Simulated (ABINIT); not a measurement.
# SiPbS3 (Pm-3m): zone-centre phonons, part 2 of 4

Aim: the zone-centre modes of SiPbS3 (Pm-3m).

ABINIT 10.8.3; DFT PBEsol, scalar-relativistic, plane waves, PseudoDojo norm-conserving pseudopotentials.

So far. Step 5 (Relaxing the cell and atoms): The volume changes by +1.1 % in this run and stands +14.0 % from the first cell. The relaxed cell has a = 4.586 Å (conventional setting).

The structure was built from a prototype and need not be the compound's stable phase.

**7. Linear response at Γ**

At q = 0 one unit cell holds all displacements. The response is solved for single atoms along the cell's directions, and symmetry skips those that follow from others. The crystal is treated as a metal, which screens a static field, so no field response is asked.

dfpt_gamma.abi

```

# common to the responses
getwfk_filepath "gso_WFK"
kptopt 2
nqpt 1
qpt 0.0 0.0 0.0
asr 0
chneut 0

# displacements
rfphon 1
rfatpol 1 5
rfdir 1 1 1
tolvrs 1.0d-10
prtwf 0

# basis, mesh and filling
ecut 32.0
ecutsm 3.0
ngkpt 6 6 6
nshiftk 1
shiftk 0.0 0.0 0.0
istwfk *1
occopt 7
tsmear 0.01
nband 26
nstep 100
diemac 1000000.0
prtebands 0
prtgsr 0
useylm 1

# cell and atoms
acell 8.666916907 8.666916907 8.666916907
rprim 
    1.0 0.0 0.0
    0.0 1.0 0.0
    0.0 0.0 1.0
ntypat 3
znucl 82 14 16
natom 5
typat 1 2 3 3 3
xred 
    0.0 0.0 0.0
    0.5 0.5 0.5
    0.5 0.5 0.0
    0.5 0.0 0.5
    0.0 0.5 0.5
pp_dirpath "./pseudo"
pseudos "Pb.upf, Si.upf, S.upf"
```

Run with:

```
> OMP_NUM_THREADS=1 mpirun -n 4 abinit dfpt_gamma.abi > dfpt_gamma.log
```

Numbers of over 12 decimals in the logs are rounded to 6 here.

dfpt_gamma.abo, the main output file:

```text
[banners, grids, parts of the stress and lines that vanish by symmetry left out]
- input  file    -> dfpt_gamma.abi
- output file    -> dfpt_gamma.abo
- root for input  files -> dfpt_gammai
- root for output files -> dfpt_gammao

 Symmetries : space group Pm -3 m (#221); Bravais cP (primitive cubic)
================================================================================
 Values of the parameters that define the memory need of the present run (RF).
     intxc =       0      iscf =       7    lmnmax =      18     lnmax =       6
     mgfft =      48  mpssoang =       3    mqgrid =    3001     natom =       5
  nloc_mem =       1    nspden =       1   nspinor =       1    nsppol =       1
      nsym =      48    n1xccc =    2501    ntypat =       3    occopt =       7
   xclevel =       2
-    mband =          26        mffmem =           1         mkmem =          28
-   mkqmem =          28        mk1mem =          28           mpw =        5668
      nfft =      110592          nkpt =         112
- my_mband =          26
================================================================================
================================================================================

--------------------------------------------------------------------------------
------------- Echo of variables that govern the present computation ------------
--------------------------------------------------------------------------------
-
- outvars: echo of selected default values
-   iomode0 =  0 , fftalg0 =312 , wfoptalg0 =  0
-
- outvars: echo of global parameters not present in the input file
-  max_nthreads =    1
-
 -outvars: echo values of preprocessed input variables
 [... echo left out ...]
================================================================================

 chkinp: Checking input parameters for consistency.

[...]
== DATASET  1 ==================================================================
-   mpi_nproc: 4, omp_nthreads: 1 (-1 if OMP is not activated)

--- !DatasetInfo
iteration_state: {dtset: 1, }
dimensions: {natom: 5, nkpt: 112, mband: 26, nsppol: 1, nspinor: 1, nspden: 1, mpw: 5668, }
cutoff_energies: {ecut:  32.0, pawecutdg:  -1.0, }
electrons: {nelect:   3.60000000E+01, charge:   0.00000000E+00, occopt:   7.00000000E+00, tsmear:   1.00000000E-02, }
meta: {optdriver: 1, rfphon: 1, }
...

 mkfilename: getwfk from: gso_WFK

 Real(R)+Recip(G) space primitive vectors, cartesian coordinates (Bohr,Bohr^-1):
 R(1)=  8.6669169  0.0000000  0.0000000  G(1)=  0.1153813  0.0000000  0.0000000
 R(2)=  0.0000000  8.6669169  0.0000000  G(2)=  0.0000000  0.1153813  0.0000000
 R(3)=  0.0000000  0.0000000  8.6669169  G(3)=  0.0000000  0.0000000  0.1153813
 Unit cell volume ucvol=  6.5101935E+02 bohr^3
 Angles (23,13,12)=  9.00000000E+01  9.00000000E+01  9.00000000E+01 degrees
 setup1 : take into account q-point for computing boxcut.

 getcut: wavevector=  0.0000  0.0000  0.0000  ngfft=  48  48  48
         ecut(hartree)=     32.000   => boxcut(ratio)=   2.17489

--- Pseudopotential description ------------------------------------------------
- pspini: atom type   1  psp file is ./pseudo/Pb.upf

- pspini: atom type   2  psp file is ./pseudo/Si.upf

- pspini: atom type   3  psp file is ./pseudo/S.upf

   2.82047959E+03                                ecore*ucvol(ha*bohr**3)
--------------------------------------------------------------------------------

 ==>  initialize data related to q vector <==

 The list of irreducible perturbations for this q vector is:
    1)    idir= 1    ipert=   1
    2)    idir= 1    ipert=   2
    3)    idir= 1    ipert=   3
    4)    idir= 3    ipert=   3

[...]
The perturbation idir=   2  ipert=   1 is
 symmetric of a previously calculated perturbation.
 So, its SCF calculation is not needed.

 The perturbation idir=   3  ipert=   1 is
 symmetric of a previously calculated perturbation.
 So, its SCF calculation is not needed.

 The perturbation idir=   2  ipert=   2 is
 symmetric of a previously calculated perturbation.
 So, its SCF calculation is not needed.

 The perturbation idir=   3  ipert=   2 is
 symmetric of a previously calculated perturbation.
 So, its SCF calculation is not needed.

[...]
The perturbation idir=   2  ipert=   5 is
 symmetric of a previously calculated perturbation.
 So, its SCF calculation is not needed.

 The perturbation idir=   3  ipert=   5 is
 symmetric of a previously calculated perturbation.
 So, its SCF calculation is not needed.

--------------------------------------------------------------------------------
 Perturbation wavevector (in red.coord.)   0.000000  0.000000  0.000000
 Perturbation : displacement of atom   1   along direction   1
 Found     8 symmetries that leave the perturbation invariant.

[...]
dfpt_looppert : total number of electrons, from k and k+q
  fully or partially occupied states are    3.600000E+01 and    3.600000E+01.
 Initialisation of the first-order wave-functions :
  ireadwf=   0

--- !BeginCycle
iteration_state: {dtset: 1, }
solver: {iscf: 7, nstep: 100, nline: 4, wfoptalg: 0, }
tolerances: {tolvrs: 1.00E-10, }
...

     iter   2DEtotal(Ha)        deltaE(Ha) residm    vres2
-ETOT  1   2.168538     -1.429E+04 2.219E+01 2.467E+02
 ETOT  2  -1.063792     -3.232E+00 6.299E-02 1.351E+02
 ETOT  3  -1.104717     -4.092E-02 5.051E-03 3.730E+00
 ETOT  4  -1.105126     -4.092E-04 1.228E-03 2.143E+00
 ETOT  5  -1.105809     -6.833E-04 6.565E-04 3.004E-03
[...]
At SCF step   11       vres2   =  6.90E-12 < tolvrs=  1.00E-10 =>converged.
[...]
Mean square residual over all n,k,spin=   51.374E-10; max=  34.582E-07

 Thirteen components of 2nd-order total energy (hartree) are
 1,2,3: 0th-order hamiltonian combined with 1st-order wavefunctions
     kin0=   1.71475778E+04 eigvalue=   1.36191809E+03  local=  -8.96380056E+03
 4,5,6: 1st-order hamiltonian combined with 1st and 0th-order wfs
 loc psp =  -4.25088112E+03  Hartree=   1.41152187E+03     xc=  -2.41506415E+02
 note that "loc psp" includes a xc core correction that could be resolved
 7,8,9: eventually, occupation + non-local contributions
    edocc=   1.90425353E+01     enl0=   3.56156665E+03   enl1=  -2.43417589E+04
 1-9 gives the relaxation energy (to be shifted if some occ is /=2.0)
   erelax=  -1.42963200E+04
 10,11,12 Non-relaxation  contributions : frozen-wavefunctions and Ewald
 fr.local=   1.88406936E+03 fr.nonlo=   1.21612853E+04  Ewald=   1.48858861E+02
 13,14 Frozen wf xc core corrections (1) and (2)
 frxc 1  =  -5.44524670E+02  frxc 2 =   6.45525340E+02
 Resulting in :
 2DEtotal=   -0.1105810237E+01 Ha. Also 2DEtotal=   -0.300906294608E+02 eV
    (2DErelax=   -1.4296320009E+04 Ha. 2DEnonrelax=    1.4295214198E+04 Ha)
    (  non-var. 2DEtotal :   -1.1058101232E+00 Ha)

[...]
Perturbation wavevector (in red.coord.)   0.000000  0.000000  0.000000
 Perturbation : displacement of atom   2   along direction   1
 Found     8 symmetries that leave the perturbation invariant.

[...]
dfpt_looppert : total number of electrons, from k and k+q
  fully or partially occupied states are    3.600000E+01 and    3.600000E+01.
 Initialisation of the first-order wave-functions :
  ireadwf=   0

--- !BeginCycle
iteration_state: {dtset: 1, }
solver: {iscf: 7, nstep: 100, nline: 4, wfoptalg: 0, }
tolerances: {tolvrs: 1.00E-10, }
...

     iter   2DEtotal(Ha)        deltaE(Ha) residm    vres2
-ETOT  1   2.484936     -1.209E+02 8.693E-01 5.271E+03
[...]
At SCF step   11       vres2   =  5.46E-11 < tolvrs=  1.00E-10 =>converged.
[...]
Mean square residual over all n,k,spin=   19.121E-11; max=  61.829E-09

 Thirteen components of 2nd-order total energy (hartree) are
 1,2,3: 0th-order hamiltonian combined with 1st-order wavefunctions
     kin0=   1.01499657E+02 eigvalue=  -9.47185615E-01  local=  -5.82772105E+01
 4,5,6: 1st-order hamiltonian combined with 1st and 0th-order wfs
 loc psp =  -8.84513911E+01  Hartree=   3.23968143E+01     xc=  -8.05500376E+00
 note that "loc psp" includes a xc core correction that could be resolved
 7,8,9: eventually, occupation + non-local contributions
    edocc=   9.46946505E+00     enl0=   4.63617030E+01   enl1=  -1.56445088E+02
 1-9 gives the relaxation energy (to be shifted if some occ is /=2.0)
   erelax=  -1.22448239E+02
 10,11,12 Non-relaxation  contributions : frozen-wavefunctions and Ewald
 fr.local=  -2.52756112E+01 fr.nonlo=   8.96812438E+01  Ewald=   6.18634229E+01
 13,14 Frozen wf xc core corrections (1) and (2)
 frxc 1  =  -1.03019970E+01  frxc 2 =   7.42089050E+00
 Resulting in :
 2DEtotal=    0.9397099492E+00 Ha. Also 2DEtotal=    0.255708103870E+02 eV
    (2DErelax=   -1.2244823901E+02 Ha. 2DEnonrelax=    1.2338794896E+02 Ha)
    (  non-var. 2DEtotal :    9.3970953028E-01 Ha)

[...]
Perturbation wavevector (in red.coord.)   0.000000  0.000000  0.000000
 Perturbation : displacement of atom   3   along direction   1
 Found     4 symmetries that leave the perturbation invariant.

[...]
dfpt_looppert : total number of electrons, from k and k+q
  fully or partially occupied states are    3.600000E+01 and    3.600000E+01.
 Initialisation of the first-order wave-functions :
  ireadwf=   0

--- !BeginCycle
iteration_state: {dtset: 1, }
solver: {iscf: 7, nstep: 100, nline: 4, wfoptalg: 0, }
tolerances: {tolvrs: 1.00E-10, }
...

     iter   2DEtotal(Ha)        deltaE(Ha) residm    vres2
-ETOT  1  7.76825790491458E-02 -5.444E+02 1.922E+00 1.499E+03
[...]
At SCF step   11       vres2   =  2.57E-11 < tolvrs=  1.00E-10 =>converged.
[...]
Mean square residual over all n,k,spin=   26.569E-09; max=  23.106E-06

 Thirteen components of 2nd-order total energy (hartree) are
 1,2,3: 0th-order hamiltonian combined with 1st-order wavefunctions
     kin0=   4.81257934E+02 eigvalue=  -1.50077960E+01  local=  -3.42396592E+02
 4,5,6: 1st-order hamiltonian combined with 1st and 0th-order wfs
 loc psp =  -4.00941794E+02  Hartree=   1.50439954E+02     xc=  -4.21779134E+01
 note that "loc psp" includes a xc core correction that could be resolved
 7,8,9: eventually, occupation + non-local contributions
    edocc=   2.43438589E+01     enl0=   2.88885525E+02   enl1=  -6.89748148E+02
 1-9 gives the relaxation energy (to be shifted if some occ is /=2.0)
   erelax=  -5.45344971E+02
 10,11,12 Non-relaxation  contributions : frozen-wavefunctions and Ewald
 fr.local=   1.36013018E+02 fr.nonlo=   3.52377061E+02  Ewald=   6.93468399E+01
 13,14 Frozen wf xc core corrections (1) and (2)
 frxc 1  =  -6.41691580E+01  frxc 2 =   5.09500902E+01
 Resulting in :
 2DEtotal=   -0.8271201948E+00 Ha. Also 2DEtotal=   -0.225070870919E+02 eV
    (2DErelax=   -5.4534497111E+02 Ha. 2DEnonrelax=    5.4451785092E+02 Ha)
    (  non-var. 2DEtotal :   -8.2712012443E-01 Ha)

[...]
Perturbation wavevector (in red.coord.)   0.000000  0.000000  0.000000
 Perturbation : displacement of atom   3   along direction   3
 Found     8 symmetries that leave the perturbation invariant.

--------------------------------------------------------------------------------

--------------------------------------------------------------------------------

 dfpt_looppert : total number of electrons, from k and k+q
  fully or partially occupied states are    3.600000E+01 and    3.600000E+01.
 Initialisation of the first-order wave-functions :
  ireadwf=   0

--- !BeginCycle
iteration_state: {dtset: 1, }
solver: {iscf: 7, nstep: 100, nline: 4, wfoptalg: 0, }
tolerances: {tolvrs: 1.00E-10, }
...

     iter   2DEtotal(Ha)        deltaE(Ha) residm    vres2
-ETOT  1   10.085754115706     -5.352E+02 5.530E+00 1.374E+04
[...]
ETOT 10   6.144293     -5.116E-11 4.383E-06 4.825E-10
 ETOT 11   6.144293     -2.933E-11 4.949E-07 2.701E-11

 At SCF step   11       vres2   =  2.70E-11 < tolvrs=  1.00E-10 =>converged.
[...]
Mean square residual over all n,k,spin=   71.875E-11; max=  49.493E-08

 Thirteen components of 2nd-order total energy (hartree) are
 1,2,3: 0th-order hamiltonian combined with 1st-order wavefunctions
     kin0=   4.50653026E+02 eigvalue=  -5.09785362E+00  local=  -2.98987568E+02
 4,5,6: 1st-order hamiltonian combined with 1st and 0th-order wfs
 loc psp =  -4.29439492E+02  Hartree=   1.63159362E+02     xc=  -4.03735567E+01
 note that "loc psp" includes a xc core correction that could be resolved
 7,8,9: eventually, occupation + non-local contributions
    edocc=   4.16812641E+01     enl0=   2.28066586E+02   enl1=  -6.48763025E+02
 1-9 gives the relaxation energy (to be shifted if some occ is /=2.0)
   erelax=  -5.39101258E+02
 10,11,12 Non-relaxation  contributions : frozen-wavefunctions and Ewald
 fr.local=   1.09462277E+02 fr.nonlo=   3.25981110E+02  Ewald=   1.22292636E+02
 13,14 Frozen wf xc core corrections (1) and (2)
 frxc 1  =  -6.44347966E+01  frxc 2 =   5.19443247E+01
 Resulting in :
 2DEtotal=    0.6144292519E+01 Ha. Also 2DEtotal=    0.167194716948E+03 eV
    (2DErelax=   -5.3910125768E+02 Ha. 2DEnonrelax=    5.4524555020E+02 Ha)
    (  non-var. 2DEtotal :    6.1442917917E+00 Ha)

[...]
---- first-order wavefunction calculations are completed ----

 ==> Compute Derivative Database <==

 [... matrices left out ...]
  Phonon wavevector (reduced coordinates) :  0.00000  0.00000  0.00000
 Phonon energies in Hartree :
  -6.687703E-04 -6.687703E-04 -6.687703E-04 -4.689813E-04 -4.689813E-04
  -4.689813E-04 -1.483935E-04 -1.483935E-04 -1.483935E-04 -9.791993E-06
  -9.791993E-06 -9.791992E-06  1.384673E-03  1.384673E-03  1.384673E-03
 Phonon frequencies in cm-1    :
- -1.467781E+02 -1.467781E+02 -1.467781E+02 -1.029295E+02 -1.029295E+02
- -1.029295E+02 -3.256861E+01 -3.256861E+01 -3.256861E+01 -2.149094E+00
- -2.149094E+00 -2.149094E+00  3.039006E+02  3.039006E+02  3.039006E+02

== END DATASET(S) ==============================================================
================================================================================

 -outvars: echo values of variables after computation
            acell      8.6669169070E+00  8.6669169070E+00  8.6669169070E+00 Bohr
           etotal      6.1442925192E+00
            fcart      0.0000000000E+00  0.0000000000E+00  0.0000000000E+00
           strten      0.0000000000E+00  0.0000000000E+00  0.0000000000E+00
================================================================================
```

Elapsed: 4.8 min, on 4 MPI ranks of Arm Neoverse V1, shared host.

Read from the output:

| Property | Result |
| --- | --- |
| largest acoustic frequency at the zone centre before the sum rule | -2.15 cm⁻¹ |
| highest optical zone-centre mode (no LO-TO term) | 303.9 cm⁻¹ |
| lowest optical zone-centre mode | -146.8 cm⁻¹ |

The acoustic modes at Γ come out as far as 2.1 cm⁻¹ from zero, where they should vanish, a small numerical error. The lowest optical mode is imaginary, 147i cm⁻¹, an instability at this level and on this k mesh.

[end of part 2 of 4]

[Host names and launcher messages were left out of these logs when they were recorded.]

[Logs are printed without paths, hosts, clocks, repeated set-up lines and the standing remarks that a program may print on its own settings, such as how far it seeks lower states.]

[Hosts, paths, dates, database ids (printed as entryN), source tags and the programs' standing remarks are cut or masked in the printed files.]
